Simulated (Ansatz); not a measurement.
## Decaying states in the gap of LiSnF3

Wanted: the relaxed cell of LiSnF3, its band edges and its decay constants. It is built by putting F for Cl in the LiSnCl3 structure of space group R3c, with the volume rescaled by atomic radii. The parent structure comes from the Materials Project.

Main program and level: Ansatz 0.2.0; PBEsol DFT, plane waves, PAW files, in the first sound run; inputs show where later runs differ.

The structure was built from a prototype and need not be the compound's stable phase.

## Step 1: The structure

Symmetry: R3c, No. 161, trigonal system. The conventional cell has a = 6.074 Å, b = 6.074 Å, c = 15.725 Å, α = 90.00°, β = 90.00°, γ = 120.00°. Li has 6 F at 2.14 to 2.35 Å nearest. Nearest to Sn lie 3 F at 2.28 Å. Nearest to F lie 2 Li at 2.14 to 2.35 Å and 1 Sn at 2.28 Å. It derives from LiSnCl3. F for Cl in the LiSnCl3 structure of space group R3c. Farther neighbours and most contacts between anions are not listed.

Structure file:

```cif
data_structure
_symmetry_space_group_name_H-M 'R3c:H'
_symmetry_Int_Tables_number 161
_cell_length_a 6.0739
_cell_length_b 6.0739
_cell_length_c 15.7248
_cell_angle_alpha 90.000
_cell_angle_beta 90.000
_cell_angle_gamma 120.000
_cell_volume 502.41
loop_
_atom_site_label
_atom_site_type_symbol
_atom_site_symmetry_multiplicity
_atom_site_Wyckoff_symbol
_atom_site_fract_x
_atom_site_fract_y
_atom_site_fract_z
_atom_site_occupancy
Li1 Li 6 a 0.66667 0.33333 0.02692 1
Sn1 Sn 6 a 0.66667 0.33333 0.33239 1
F1 F 18 b 0.32017 0.23067 0.09296 1
```

## Step 2: Relaxing the new crystal

The substituted atoms don't fit the parent's cell, so cell and atoms relax together. A small smearing keeps the run stable in case the gap closes on the way.

Input file input.yaml:

```yaml
crystal:
  lattice:
    - [3.0369662263, 1.7533932683, 5.241585203]
    - [-3.0369662263, 1.7533932683, 5.241585203]
    - [0.0, -3.5067865365, 5.241585203]
  atoms:
    - { symbol: Li, position: [0.30641721, 0.30641721, 0.30641721] }
    - { symbol: Li, position: [0.80641721, 0.80641721, 0.80641721] }
    - { symbol: Sn, position: [0.00094221, 0.00094221, 0.00094221] }
    - { symbol: Sn, position: [0.50094221, 0.50094221, 0.50094221] }
    - { symbol: F, position: [0.13771472, 0.99654884, 0.58687035] }
    - { symbol: F, position: [0.99654884, 0.58687035, 0.13771472] }
    - { symbol: F, position: [0.58687035, 0.13771472, 0.99654884] }
    - { symbol: F, position: [0.08687035, 0.49654884, 0.63771472] }
    - { symbol: F, position: [0.63771472, 0.08687035, 0.49654884] }
    - { symbol: F, position: [0.49654884, 0.63771472, 0.08687035] }
kpoints:
  mp_grid: { grid: [4, 4, 4] }
scf:
  occupations: { method: gaussian, width: 0.03 }
hamiltonian:
  xc: pbesol
output:
  forces: true
  stress: true
relax:
  f_tol: 0.02
  max_steps: 60
  cell: {}
```

Run with:

```
> ansatz run input.yaml --threads 2 --pin off --max-ram 4096MiB --backend cpu --events-out ev --progress --plain --runs-dir out
```

Numbers of over 12 decimals in the logs are rounded to 6 here.

Log:

```text
Engine: ansatz 0.2.0, aarch64-unknown-linux-gnu
Pseudopotentials: kind: paw
Pseudopotential: Li, paw, valence charge 3, recommended cutoff 420 eV (normal), Li.paw.azcp
Pseudopotential: Sn, paw, valence charge 14, recommended cutoff 420 eV (normal), Sn.paw.azcp
Pseudopotential: F, paw, valence charge 7, recommended cutoff 420 eV (normal), F.paw.azcp
Functional definition: PBEsol
  exchange = pbesol_x
  correlation = pbesol_c
Crystal: 10 atoms, lattice volume = 167.469 Å³
Basis set: ecut = 420 eV, 3275 PW (Γ), exchange–correlation on 90×90×90 points (8 copies of the dense FFT grid, shifted against one another)
Bands: 48, of which v1, the nominal top of the filled ones, is band 38 counted from 1 (37 counted from 0)
Symmetry: 6 space group operations
Space group: R3c (ITA 161), of the structure as read, at distance tolerance 5.5e-5 Å
k-points: 13 of 64 (time reversal used)
Non-local potential: Li, projectors of the file, l = 0: 3, l = 1: 2, l = 2: 1
Non-local potential: Sn, projectors of the file, l = 0: 2, l = 1: 2, l = 2: 2, l = 3: 2
Non-local potential: F, projectors of the file, l = 0: 2, l = 1: 2, l = 2: 1
PAW form: soft (Blöchl's): semilocal exchange-correlation on the pseudo side does not see the compensation charge
PAW frozen core: Sn, regenerated for the run's functional, and the local potential with it (the file was generated under x = pbe(κ = 0.804, μ = 0.219515), c = pbe(β = 0.066725))
PAW frozen core: F, regenerated for the run's functional, and the local potential with it (the file was generated under x = pbe(κ = 0.804, μ = 0.219515), c = pbe(β = 0.066725))
PAW one-centre angular grid: Li, 110 points (default); XC on 64 Gauss nodes
PAW one-centre angular grid: Sn, 590 points (default); XC on 64 Gauss nodes
PAW one-centre angular grid: F, 110 points (default); XC on 64 Gauss nodes
Initial density: superposition of atomic densities (neutral atoms: chi_scale 0, normalization atom), corrected by the library's trained network
Initial wavefunctions: pseudopotential atomic-orbital guess
Functional: x = pbesol(κ = 0.804, μ = 0.123457), c = pbesol(β = 0.046)
SCF iter   1: F=—  HF=-17115.521094 eV  |F-HF|=—  |Δ(HF+E_count)|=         —  Δρ=1.24e-2  dr2=1.73e-1  ethr=1.77e-3  ⟨swp⟩=7.1  Hψ=2792  notcnv=0  defer=4
preconditioner: auto → Resta (q_TF=auto, 2.392 Å⁻¹)  ε∞=2.9  [insulator: Δε(μ)=3.772 eV  Ē_g=17.568 eV  σ=0.030 eV  W_gap=1.00  n_scr=44 (ndim 8)  ℏωp=24.3 eV  f_vac=0.130  D(μ)=0.00/eV (n_scr^D=0)  ε∞_Penn≈2.9]
SCF iter   2: F=—  HF=-17115.478183 eV  |F-HF|=—  |Δ(HF+E_count)|=   4.29e-2  Δρ=4.00e-3  dr2=1.42e-2  ethr=2.28e-4  ⟨swp⟩=2.2  Hψ=1231  notcnv=0  defer=52
SCF iter   3: F=—  HF=-17115.474538 eV  |F-HF|=—  |Δ(HF+E_count)|=   3.64e-3  Δρ=7.68e-4  dr2=7.92e-4  ethr=1.87e-5  ⟨swp⟩=2.0  Hψ=888  notcnv=0  defer=52
SCF iter   4: F=—  HF=-17115.474562 eV  |F-HF|=—  |Δ(HF+E_count)|=   2.45e-5  Δρ=1.66e-4  dr2=3.84e-5  ethr=1.04e-6  ⟨swp⟩=2.0  Hψ=954  notcnv=0  defer=52
SCF iter   5: F=—  HF=-17115.474670 eV  |F-HF|=—  |Δ(HF+E_count)|=   1.07e-4  Δρ=3.33e-5  dr2=1.36e-6  ethr=5.05e-8  ⟨swp⟩=2.0  Hψ=832  notcnv=0  defer=52
SCF iter   6: F=-17115.474671 eV  HF=-17115.474671 eV  |F-HF|=9.17e-8  |Δ(HF+E_count)|=   1.30e-6  Δρ=7.65e-6  dr2=8.93e-8  ethr=1.32e-10  ⟨swp⟩=5.0  Hψ=2303  notcnv=0
SCF 1 converged in 6 iterations: F = -17115.474671 eV  dr2 = 8.93e-8
  greatest PAW one-centre occupation: 0.999 electrons in one spin orbital (limit 2), on the Li atom at site 1 (counted from 0), in its partial waves of l = 0
relax step   1: F+E_penalty+E_count = -17115.47467106 eV  Δ(F+E_penalty+E_count) = +0.000e0 eV  max|allowed force component| = 7.998e-1 eV/Å  Δτ_max = 0.0000 Å  P = -7.578 GPa  Ω = 167.469 Å³  (6 SCF iters, dr2 threshold 1.00e-7 eV, accepted)
Crystal: 10 atoms, lattice volume = 147.503 Å³
Basis set: ecut = 420 eV, 2861 PW (Γ), exchange–correlation on 90×90×90 points (8 copies of the dense FFT grid, shifted against one another)
Initial density: handed on by an earlier stage of this run
Initial wavefunctions: those handed on with the density
iter 1 solved again at ethr=9.86e-4 eV; its pass at ethr=3.10e-3 eV (dr2=7.49e-1 eV) is discarded
SCF iter   1: F=—  HF=-17116.507589 eV  |F-HF|=—  |Δ(HF+E_count)|=         —  Δρ=2.30e-2  dr2=7.54e-1  ethr=9.86e-4  ⟨swp⟩=1.3  Hψ=2991  notcnv=0
preconditioner: auto → Resta (q_TF=auto, 2.443 Å⁻¹)  ε∞=3.0  [insulator: Δε(μ)=3.673 eV  Ē_g=18.371 eV  σ=0.030 eV  W_gap=1.00  n_scr=32 (ndim 8)  ℏωp=25.9 eV  f_vac=0.081  D(μ)=0.00/eV (n_scr^D=0)  ε∞_Penn≈3.0]
SCF iter   2: F=—  HF=-17116.287658 eV  |F-HF|=—  |Δ(HF+E_count)|=   2.20e-1  Δρ=1.02e-2  dr2=9.43e-2  ethr=9.86e-4  ⟨swp⟩=3.0  Hψ=1236  notcnv=0
SCF iter   3: F=—  HF=-17116.264193 eV  |F-HF|=—  |Δ(HF+E_count)|=   2.35e-2  Δρ=3.62e-3  dr2=1.54e-2  ethr=1.24e-4  ⟨swp⟩=3.0  Hψ=1250  notcnv=0  defer=53
SCF iter   4: F=—  HF=-17116.261841 eV  |F-HF|=—  |Δ(HF+E_count)|=   2.35e-3  Δρ=1.24e-3  dr2=1.64e-3  ethr=2.03e-5  ⟨swp⟩=2.0  Hψ=888  notcnv=0  defer=53
SCF iter   5: F=—  HF=-17116.262100 eV  |F-HF|=—  |Δ(HF+E_count)|=   2.58e-4  Δρ=2.64e-4  dr2=1.08e-4  ethr=2.16e-6  ⟨swp⟩=2.2  Hψ=842  notcnv=0  defer=53
SCF iter   6: F=—  HF=-17116.262249 eV  |F-HF|=—  |Δ(HF+E_count)|=   1.49e-4  Δρ=5.99e-5  dr2=4.80e-6  ethr=1.42e-7  ⟨swp⟩=2.0  Hψ=909  notcnv=0  defer=53
SCF iter   7: F=-17116.262258 eV  HF=-17116.262258 eV  |F-HF|=9.24e-8  |Δ(HF+E_count)|=   9.00e-6  Δρ=1.40e-5  dr2=2.84e-7  ethr=1.32e-9  ⟨swp⟩=5.0  Hψ=2240  notcnv=0
SCF 2 converged in 7 iterations: F = -17116.262258 eV  dr2 = 2.84e-7
relax step   2: F+E_penalty+E_count = -17116.26225803 eV  Δ(F+E_penalty+E_count) = -7.876e-1 eV  max|allowed force component| = 2.888e-1 eV/Å  Δτ_max = 0.1161 Å  P = -2.101 GPa  Ω = 147.503 Å³  energy of the carried Pulay correction = +6.604e-2 eV  (7 SCF iters, dr2 threshold 1.00e-6 eV, accepted)
Crystal: 10 atoms, lattice volume = 136.889 Å³
Basis set: ecut = 420 eV, 2687 PW (Γ), exchange–correlation on 90×90×90 points (8 copies of the dense FFT grid, shifted against one another)
iter 1 solved again at ethr=1.25e-4 eV; its pass at ethr=3.10e-3 eV (dr2=9.53e-2 eV) is discarded
SCF iter   1: F=—  HF=-17116.521871 eV  |F-HF|=—  |Δ(HF+E_count)|=         —  Δρ=9.66e-3  dr2=9.57e-2  ethr=1.25e-4  ⟨swp⟩=2.8  Hψ=2984  notcnv=0
preconditioner: auto → Resta (q_TF=auto, 2.473 Å⁻¹)  ε∞=3.0  [insulator: Δε(μ)=3.601 eV  Ē_g=18.810 eV  σ=0.030 eV  W_gap=1.00  n_scr=26 (ndim 8)  ℏωp=26.9 eV  f_vac=0.057  D(μ)=0.00/eV (n_scr^D=0)  ε∞_Penn≈3.0]
SCF iter   2: F=—  HF=-17116.495539 eV  |F-HF|=—  |Δ(HF+E_count)|=   2.63e-2  Δρ=4.63e-3  dr2=1.44e-2  ethr=1.25e-4  ⟨swp⟩=3.2  Hψ=1185  notcnv=0
[...]
relax step   6: F+E_penalty+E_count = -17116.60593764 eV  Δ(F+E_penalty+E_count) = -1.020e-2 eV  max|allowed force component| = 1.291e-1 eV/Å  Δτ_max = 0.0439 Å  P = -0.096 GPa  Ω = 132.806 Å³  energy of the carried Pulay correction = +1.203e-1 eV  (6 SCF iters, dr2 threshold 4.82e-7 eV, accepted)
relax step   7: F+E_penalty+E_count = -17116.61457482 eV  Δ(F+E_penalty+E_count) = -8.637e-3 eV  max|allowed force component| = 5.272e-2 eV/Å  Δτ_max = 0.0781 Å  P = +0.060 GPa  Ω = 134.339 Å³  energy of the carried Pulay correction = +1.144e-1 eV  (6 SCF iters, dr2 threshold 1.00e-6 eV, accepted)
relax step   8: F+E_penalty+E_count = -17116.61255698 eV  Δ(F+E_penalty+E_count) = +2.018e-3 eV  max|allowed force component| = 3.296e-2 eV/Å  Δτ_max = 0.0772 Å  P = +0.011 GPa  Ω = 136.340 Å³  energy of the carried Pulay correction = +1.068e-1 eV  (7 SCF iters, dr2 threshold 1.74e-7 eV, accepted)
relax step   9: F+E_penalty+E_count = -17116.61375540 eV  Δ(F+E_penalty+E_count) = -1.198e-3 eV  max|allowed force component| = 7.476e-3 eV/Å  Δτ_max = 0.0154 Å  P = -0.009 GPa  Ω = 136.156 Å³  energy of the carried Pulay correction = +1.075e-1 eV  (6 SCF iters, dr2 threshold 6.79e-8 eV, accepted)
relax step  10: F+E_penalty+E_count = -17116.57824433 eV  Δ(F+E_penalty+E_count) = +3.551e-2 eV  max|allowed force component| = 7.431e-3 eV/Å  Δτ_max = 0.0000 Å  P = -0.591 GPa  Ω = 136.156 Å³  stress off target by 6.02e-1 GPa  SCF on the basis re-selected at this cell (its energy is not comparable with the rows above)  (6 SCF iters)
relax step  11: F+E_penalty+E_count = -17116.60007553 eV  Δ(F+E_penalty+E_count) = -2.183e-2 eV  max|allowed force component| = 9.260e-2 eV/Å  Δτ_max = 0.0303 Å  P = +0.759 GPa  Ω = 131.112 Å³  energy of the carried Pulay correction = +1.908e-2 eV  (6 SCF iters, dr2 threshold 9.05e-7 eV, accepted)
relax step  12: F+E_penalty+E_count = -17116.59770275 eV  Δ(F+E_penalty+E_count) = +2.373e-3 eV  max|allowed force component| = 2.907e-2 eV/Å  Δτ_max = 0.0107 Å  P = -0.072 GPa  Ω = 132.535 Å³  energy of the carried Pulay correction = +1.380e-2 eV  (5 SCF iters, dr2 threshold 1.00e-6 eV, accepted)
relax step  13: F+E_penalty+E_count = -17116.59619454 eV  Δ(F+E_penalty+E_count) = +1.508e-3 eV  max|allowed force component| = 1.861e-2 eV/Å  Δτ_max = 0.0138 Å  P = +0.003 GPa  Ω = 133.135 Å³  energy of the carried Pulay correction = +1.159e-2 eV  (6 SCF iters, dr2 threshold 7.36e-8 eV, accepted)
relax step  14: F+E_penalty+E_count = -17116.59699390 eV  Δ(F+E_penalty+E_count) = -7.994e-4 eV  max|allowed force component| = 8.844e-4 eV/Å  Δτ_max = 0.0050 Å  P = -0.002 GPa  Ω = 132.975 Å³  energy of the carried Pulay correction = +1.218e-2 eV  (5 SCF iters, dr2 threshold 2.46e-8 eV, accepted)
relax step  15: F+E_penalty+E_count = -17116.58630914 eV  Δ(F+E_penalty+E_count) = +1.068e-2 eV  max|allowed force component| = 1.118e-3 eV/Å  Δτ_max = 0.0000 Å  P = -0.121 GPa  Ω = 132.975 Å³  stress off target by 1.55e-1 GPa  SCF on the basis re-selected at this cell (its energy is not comparable with the rows above)  (5 SCF iters)
relax step  16: F+E_penalty+E_count = -17116.58863812 eV  Δ(F+E_penalty+E_count) = -2.329e-3 eV  max|allowed force component| = 2.176e-3 eV/Å  Δτ_max = 0.0046 Å  P = -0.007 GPa  Ω = 132.445 Å³  energy of the carried Pulay correction = +2.086e-3 eV  (6 SCF iters, dr2 threshold 6.04e-8 eV, accepted)
iter 1 solved again at ethr=4.42e-8 eV; its pass at ethr=3.10e-3 eV (dr2=3.36e-5 eV) is discarded
SCF iter   1: F=—  HF=-17116.586551 eV  |F-HF|=—  |Δ(HF+E_count)|=         —  Δρ=4.48e-5  dr2=3.83e-7  ethr=4.42e-8  ⟨swp⟩=4.1  Hψ=4583  notcnv=0
preconditioner: auto → Resta (q_TF=auto, 2.487 Å⁻¹)  ε∞=3.1  [insulator: Δε(μ)=3.656 eV  Ē_g=19.002 eV  σ=0.030 eV  W_gap=1.00  n_scr=26 (ndim 8)  ℏωp=27.4 eV  f_vac=0.041  D(μ)=0.00/eV (n_scr^D=0)  ε∞_Penn≈3.1]
SCF iter   2: F=—  HF=-17116.586511 eV  |F-HF|=—  |Δ(HF+E_count)|=   4.07e-5  Δρ=1.94e-5  dr2=1.09e-7  ethr=5.04e-10  ⟨swp⟩=2.0  Hψ=1117  notcnv=0
SCF iter   3: F=—  HF=-17116.586511 eV  |F-HF|=—  |Δ(HF+E_count)|=   6.44e-8  Δρ=8.68e-6  dr2=1.27e-8  ethr=1.44e-10  ⟨swp⟩=2.2  Hψ=845  notcnv=0
SCF iter   4: F=-17116.586511 eV  HF=-17116.586511 eV  |F-HF|=5.46e-11  |Δ(HF+E_count)|=   1.69e-8  Δρ=2.84e-7  dr2=7.47e-11  ethr=1.00e-12  ⟨swp⟩=3.9  Hψ=2543  notcnv=0
SCF 17 converged in 4 iterations: F = -17116.586511 eV  dr2 = 7.47e-11
relax step  17: F+E_penalty+E_count = -17116.58651075 eV  Δ(F+E_penalty+E_count) = +2.127e-3 eV  max|allowed force component| = 1.948e-3 eV/Å  Δτ_max = 0.0000 Å  P = -0.019 GPa  Ω = 132.445 Å³  stress off target by 2.38e-2 GPa  SCF on the basis re-selected at this cell (its energy is not comparable with the rows above)  (4 SCF iters)
basis re-selected at this cell: Δ(F+E_penalty+E_count) = +2.127e-3 eV, ΔP = -0.013 GPa vs the last step (what re-selecting the basis moved, of the pressure what is left beyond the Pulay correction that the steps carried, after the strain that the cell walked since its last selection, with what the two solves' SCF thresholds leave and, on support functions, any second-order correction that the steps lacked; it is no m [...]
SCF converged after 4 iterations
Free energy (F): -17116.586511 eV
Harris-Foulkes:  -17116.586511 eV  (|F-HF|=5.46e-11)
Internal energy: -17116.586511 eV  (E = F + TS)
E sigma→0 (E₀):  -17116.586511 eV
Fermi energy:    6.273328 eV
--- Per-component energies (eV) ---
  E_band       = -612.891743
  E_kinetic    = 1652.962167
  E_local      = -5635.777472  (includes V_loc(G=0)·N_el)
  E_nonlocal   = 314.541008
  E_hartree    = 2501.664630
  E_xc         = -1253.911534
  E_vxc        = -832.060399  (∫ρ·V_xc dr)
  E_paw        = -9324.205438  (= ΣΔE_a)
  E_vpaw       = -1115.898275  (= ΣTr[D̂ρ^β])
  E_aug_tail   = 0.012145  (compensation charges beyond the density's cutoff)
  E_ewald      = -5372.696353
  E_core_change = 0.824335  (= ΣΔE_core)
  E_smearing   = -0.000000  (= −TS)
  E_closure    = 0.000000  (closes the sum)
  Σ components = -17116.586511   (vs F -17116.586511, Δ=0.00e0)
--- Forces (eV/Å), atoms counted from 1 ---
  atom   1  Li     0.00000000     0.00000000     0.00035155
  atom   2  Li     0.00000000     0.00000000     0.00035155
  atom   3  Sn    -0.00000000     0.00000000     0.00194829
  atom   4  Sn    -0.00000000     0.00000000     0.00194829
  atom   5  F      0.00026088     0.00056781    -0.00076660
  atom   6  F      0.00036130    -0.00050984    -0.00076660
  atom   7  F     -0.00062218    -0.00005798    -0.00076660
  atom   8  F     -0.00036130    -0.00050984    -0.00076660
  atom   9  F      0.00062218    -0.00005798    -0.00076660
  atom  10  F     -0.00026088     0.00056781    -0.00076660
  max |Σ_I F_I| component: 9.13e-8 eV/Å
--- Stress (GPa, compression-positive) ---
       -0.016935       0.000000       0.000000
        0.000000      -0.016935      -0.000000
       -0.000000      -0.000000      -0.023793
  P = ⅓ Tr σ = -0.0192 GPa (-0.192 kbar)
--- Relaxed structure (14 steps of the walk, 14 accepted, 3 SCFs on fresh bases) ---
  F+E_penalty+E_count = -17116.58651075 eV   max|allowed force component| = 1.948e-3 eV/Å   (the final SCF, on the basis selected at the relaxed cell)
  cell:  # Å, volume = 132.4446 Å³
    - [2.831968, 1.635038, 4.767237]
    - [-2.831968, 1.635038, 4.767237]
    - [0, -3.270076, 4.767237]
  atoms:
    - { symbol: Li, position: [0.298108, 0.298108, 0.298108] }
    - { symbol: Li, position: [0.798108, 0.798108, 0.798108] }
    - { symbol: Sn, position: [0.011223, 0.011223, 0.011223] }
    - { symbol: Sn, position: [0.511223, 0.511223, 0.511223] }
    - { symbol: F, position: [0.062795, 1.063710, 0.592657] }
    - { symbol: F, position: [1.063710, 0.592657, 0.062795] }
    - { symbol: F, position: [0.592657, 0.062795, 1.063710] }
    - { symbol: F, position: [0.092657, 0.563710, 0.562795] }
    - { symbol: F, position: [0.562795, 0.092657, 0.563710] }
    - { symbol: F, position: [0.563710, 0.562795, 0.092657] }
```

Elapsed: 1.9 min, on 2 threads of Arm Neoverse N1, shared host; peak memory 0.44 GiB; 3.8 min of CPU time.

Relaxation path:

| step | energy less that of the first step (eV) | largest force component (eV/Å) | pressure (GPa) | volume (Å³) |
| --- | --- | --- | --- | --- |
| 1 | 0.0000 | 0.7998 | -7.58 | 167.47 |
| 2 | -0.7876 | 0.2888 | -2.10 | 147.50 |
| 3 | -1.0173 | 0.2203 | 0.34 | 136.89 |
| 4 | -1.0993 | 0.0972 | 0.35 | 132.48 |
| 5 | -1.1211 | 0.0879 | -0.02 | 132.16 |
| 6 | -1.1313 | 0.1291 | -0.10 | 132.81 |
| 7 | -1.1399 | 0.0527 | 0.06 | 134.34 |
| 8 | -1.1379 | 0.0330 | 0.01 | 136.34 |
| 9 | -1.1391 | 0.0075 | -0.01 | 136.16 |
| 10* | -1.1036 | 0.0074 | -0.59 | 136.16 |
| 11 | -1.1254 | 0.0926 | 0.76 | 131.11 |
| 12 | -1.1230 | 0.0291 | -0.07 | 132.54 |
| 13 | -1.1215 | 0.0186 | 0.00 | 133.14 |
| 14 | -1.1223 | 0.0009 | 0.00 | 132.97 |
| 15* | -1.1116 | 0.0011 | -0.12 | 132.97 |
| 16 | -1.1140 | 0.0022 | -0.01 | 132.44 |
| 17* | -1.1118 | 0.0019 | -0.02 | 132.44 |

Relaxation steps marked * repeat the geometry before them on a plane-wave basis chosen anew for their cell, so energy and pressure can jump there.

The run keeps the 6 symmetry operations that it works with, so distortions that break them were not tested.

| cell as run | before | after | change |
| --- | --- | --- | --- |
| a (Å) | 6.306 | 5.781 | -8.3 % |
| b (Å) | 6.306 | 5.781 | -8.3 % |
| c (Å) | 6.306 | 5.781 | -8.3 % |
| α (°) | 57.57 | 58.66 | +1.9 % |
| β (°) | 57.57 | 58.66 | +1.9 % |
| γ (°) | 57.57 | 58.66 | +1.9 % |
| volume (Å³/atom) | 16.75 | 13.24 | -20.9 % |

The atoms that moved most (Å, as changes of fractional coordinates times the final cell):

| atom | dx | dy | dz | length |
| --- | --- | --- | --- | --- |
| F10 | 0.402 | -0.032 | -0.009 | 0.404 |
| F8 | -0.174 | 0.364 | -0.009 | 0.404 |
| F9 | -0.229 | -0.333 | -0.009 | 0.404 |
| F7 | 0.229 | -0.333 | -0.009 | 0.404 |
| F6 | 0.174 | 0.364 | -0.009 | 0.404 |
| F5 | -0.402 | -0.032 | -0.009 | 0.404 |
| Sn3 | 0.000 | 0.000 | 0.147 | 0.147 |
| Sn4 | 0.000 | 0.000 | 0.147 | 0.147 |

This step gave:

| Item | Value |
| --- | --- |
| free energy | -17116.5865 eV |
| Fermi energy | 6.273 eV |
| pressure | -0.01922 GPa |

The largest force component on a free atom ends at 0.0019 eV/Å.

[end of part 1 of 3]

[Logs are printed without paths, hosts, clocks, repeated set-up lines and the standing remarks that a program may print on its own settings, such as how far it seeks lower states.]

[Hosts, paths, dates, database ids (printed as entryN), source tags and the programs' standing remarks are cut or masked in the printed files.]
